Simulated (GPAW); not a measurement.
# Quasiparticle gap of Cl (Cmce) in GPAW, part 2 of 2

How does a plane-wave GW calculation on Cl (Cmce) run from the first input to the gap?

GPAW 26.7.0; PBE and many-body steps on it, plane waves. Known limits of the many-body steps: not at the basis limit; coarse k mesh.

So far. Step 3 (Bands along the symmetry lines): The gap is 2.478 eV, −0.012 eV from the run before at this level. Step 4 (Empty states on the mesh, 4×4×2 mesh, 76 bands): On this mesh the gap is 2.490 eV.

### Step 5. Screening and self-energy, 4×4×2 mesh, 66 bands, screening to 40 eV

Now the one-shot GW correction: screening in the RPA, then the self-energy of the levels asked for.

This step: G0W0 on PBE, plane waves, PAW.

File run.py:

```python
import json
import numpy as np
from gpaw.mpi import world
from gpaw.response.g0w0 import G0W0

gw = G0W0('full.gpw',
    filename='gw',
    kpts=[0, 12],
    bands=(12, 16),
    ecut=40,
    nbands=66,
    integrate_gamma='WS',
    ppa=True)
gw.calculate()
res = {mode: {k: v for k, v in r.items() if k != 'sigma_eskwn'}
       for mode, r in gw.all_results.items()}

if world.rank == 0:
    with open('result.json', 'w') as f:
        json.dump(res, f, default=lambda x: x.tolist())
```

Run with:

```console
> mpirun -n 4 gpaw python run.py
```

Numbers of over 12 decimals in the logs are rounded to 6 here.

The program printed:

```text
Using integrator: PointIntegrator
FrequencyGridDescriptor(from 0.000+0.000j to 0.000+27.211j eV, 2 points)
Nonperiodic BCs:  [False False False]
Using integrator: PointIntegrator
FrequencyGridDescriptor(from 0.000+0.000j to 0.000+27.211j eV, 2 points)
Nonperiodic BCs:  [False False False]
  ___  _ _ _
 |   || | | |
 | | || | | |
 |__ ||_____|
 |___|

BZ k-points: Symmetries present (total): 4

  [... matrices ...]
32 k-points: 4 x 4 x 2 Monkhorst-Pack grid + [1/8,1/8,1/4]
14 k-points in the irreducible part of the Brillouin zone
       k-points in crystal coordinates                weights
   0:     0.00000000    0.00000000    0.00000000          1/32
   1:     0.00000000    0.00000000    0.50000000          1/32
   2:     0.25000000   -0.25000000    0.00000000          2/32
   3:     0.25000000   -0.25000000    0.50000000          2/32
   4:     0.25000000    0.00000000    0.00000000          4/32
   5:     0.25000000    0.00000000    0.50000000          4/32
   6:     0.25000000    0.25000000    0.00000000          2/32
   7:     0.25000000    0.25000000    0.50000000          2/32
   8:     0.50000000    0.00000000    0.00000000          2/32
   9:     0.50000000    0.00000000    0.50000000          2/32
          ...
  13:     0.50000000    0.50000000    0.50000000          1/32

Distributing spins, k-points and bands (1 x 2 x 4) over 4 processes
Number of blocks: 1

Quasi particle states:
k-points (IBZ indices): [0, 12]
Band range: (12, 16)
  [... matrices ...]
Computational parameters:
Plane wave cut-off: 40 eV
Number of bands: 66
Coulomb cutoff: None
Broadening: 0.1 eV

fxc modes: GW
Kernel: RPA
Using Godby-Needs plasmon-pole approximation:
  Fitting energy: i*E0, E0 = 1.000 Hartree
Summing all q:

Calculating screened Coulomb potential
No Coulomb truncation
FrequencyGridDescriptor(from 0.000+0.000j to 0.000+27.211j eV, 2 points)
Removing empty qpoint cache files...

Calculating chi0 body with:
    Ground state adapter containing:
    Number of spins: 1
    Number of kpoints: 32
    Number of irreducible kpoints: 14
    Number of completely occupied states: 14
    Number of partially occupied states: 14
    Occupied states memory: 3.5888671875 M / cpu

    Linear response parametrization:
    q_c: [0.0, 0.0, 0.0]
    Number of frequency points: 2
    Planewave cutoff: 40.0
    Number of bands: 66
    Number of planewaves: 61
    Broadening (eta): 1e-06
    comm.size: 4
    kncomm.size: 4
    blockcomm.size: 1

    Memory estimate of potentially large arrays:
        chi0_wGG: 0.113556 M / cpu
Integrating chi0 body.

Symmetries of q_c:
    Direct symmetries (Uq -> q): 4
    Indirect symmetries (TUq -> q): 0
In total 4 allowed symmetries.

  [... matrices ...]
14 groups of equivalent kpoints. 56.25% reduction.

Integral kind: response function
Integrating chi0 head and wings.

Symmetries of q_c:
    Direct symmetries (Uq -> q): 4
    Indirect symmetries (TUq -> q): 0
In total 4 allowed symmetries.

  [... matrices ...]
14 groups of equivalent kpoints. 56.25% reduction.

Integral kind: response function wings

Calculating chi0 body with:
    Ground state adapter containing:
    Number of spins: 1
    Number of kpoints: 32
    Number of irreducible kpoints: 14
    Number of completely occupied states: 14
    Number of partially occupied states: 14
    Occupied states memory: 3.5888671875 M / cpu

    Linear response parametrization:
[... the further q-points ...]

Results:
f:      Occupation numbers
eps:     KS-eigenvalues [eV]
vxc:     KS vxc [eV]
exx:     Exact exchange [eV]
sigma:   Self-energies [eV]
dsigma:  Self-energy derivatives
Z:       Renormalization factors
qp:      QP-energies [eV]

k-point 0 (0): (0.000, 0.000, 0.000)                GW
band       f     eps     vxc     exx   sigma  dsigma       Z      qp
                                                                   GW
  12   1.000  -0.359 -17.020 -21.485   3.060  -0.234   0.811  -1.499
  13   1.000  -0.269 -17.277 -21.700   3.071  -0.234   0.810  -1.364
  14   0.000   2.278 -16.854 -11.617  -2.704  -0.221   0.819   4.351
  15   0.000   2.843 -17.627 -11.930  -2.815  -0.234   0.810   5.178

k-point 1 (12): (0.500, 0.500, 0.000)                GW
band       f     eps     vxc     exx   sigma  dsigma       Z      qp
                                                                   GW
  12   1.000  -0.573 -16.760 -21.137   2.992  -0.234   0.810  -1.695
  13   1.000  -0.213 -17.243 -21.644   3.044  -0.232   0.811  -1.314
  14   0.000   2.355 -16.961 -11.598  -2.725  -0.224   0.817   4.509
  15   0.000   2.547 -17.080 -11.630  -2.714  -0.228   0.814   4.775
```

The job ended after 15 s (4 MPI ranks of Intel Xeon Platinum 8488C (Sapphire Rapids), shared host; peak memory 0.92 GiB; 60 s of CPU time).

This step gave:

```yaml
g0w0_gap_on_the_points_computed: 5.665 eV
least_direct_g0w0_gap_on_the_computed_points: 5.716 eV
z_at_the_valence_top: 0.8114
z_at_the_conduction_bottom: 0.8188
starting_gap_on_the_mesh: 2.490 eV
k_of_the_valence_top: 0.5, 0.5, 0
k_of_the_conduction_bottom: 0, 0, 0
```

The gap on the mesh goes from 2.49 eV to 5.66 eV, a correction of +3.17 eV.

Limits: finite bands, cutoff and mesh; coarse k mesh. v1 is the top filled band, c1 the lowest empty one. The levels before and after the correction (eV, zero at the valence-band top of each column):

```tsv
	conduction bottom	valence top
Kohn-Sham	2.49	0.00
G0W0	5.66	0.00
```

```tsv
	level	energy (eV)
Kohn-Sham	Γ v2	-0.146
Kohn-Sham	Γ v1	-0.056
Kohn-Sham	Γ c1	2.490
Kohn-Sham	Γ c2	3.055
Kohn-Sham	(0.5 0.5 0) v2	-0.361
Kohn-Sham	(0.5 0.5 0) v1	0.000
Kohn-Sham	(0.5 0.5 0) c1	2.568
Kohn-Sham	(0.5 0.5 0) c2	2.759
G0W0	Γ v2	-0.185
G0W0	Γ v1	-0.051
G0W0	Γ c1	5.665
G0W0	Γ c2	6.492
G0W0	(0.5 0.5 0) v2	-0.381
G0W0	(0.5 0.5 0) v1	0.000
G0W0	(0.5 0.5 0) c1	5.823
G0W0	(0.5 0.5 0) c2	6.089
```

### Step 6. Where the time went

Times are wall times on 4 MPI ranks of Intel Xeon Platinum 8488C (Sapphire Rapids), shared host, good to a factor of about two.

```tsv
step	time	share	memory (GiB)
ground state	14 s	22 %	0.73
bands along the symmetry lines	21 s	32 %	0.83
empty states on the mesh	14 s	22 %	0.79
screening and self-energy	15 s	24 %	0.92
```

### Step 7. Outcome

| Quantity | Value |
| --- | --- |
| PBE gap | 2.48 eV, indirect |
| G0W0 gap on the mesh | 5.66 eV |
| GW settings | 4×4×2 mesh, 66 bands, screening to 40 eV, Godby-Needs plasmon pole |
| known limits | not at the basis limit; coarse k mesh |

G0W0 moves the gap on the mesh from 2.49 eV to 5.66 eV (+3.17 eV), with Z of 0.81 and 0.82 at the edges. Only 2 of the mesh's irreducible points were corrected, so a valley elsewhere could overtake. Bands and cutoff are finite, so the gap is not at the basis limit. The miss can reach some tenths of an eV and take either sign; the mesh is an error of its own. These stock PAW sets were not made for GW. In the G0W0 run levels were corrected at 2 k points alone, so a gap called «on the mesh» is the least over those, and an edge elsewhere would be missed. The 4×4×2 mesh is coarse for this cell, which bears on the long-range parts of exchange and screening.

[Paths, hosts, dates, memory and timing lines, banners, echoed tables and standing remarks are left out of the program output.]

[Logs are printed without paths, hosts, clocks, repeated set-up lines and the standing remarks that a program may print on its own settings, such as how far it seeks lower states.]

[Runs of the session that timed out or met a known fault of the program may be left out.]

[Hosts, paths, dates, database ids (printed as entryN), source tags and the programs' standing remarks are cut or masked in the printed files.]
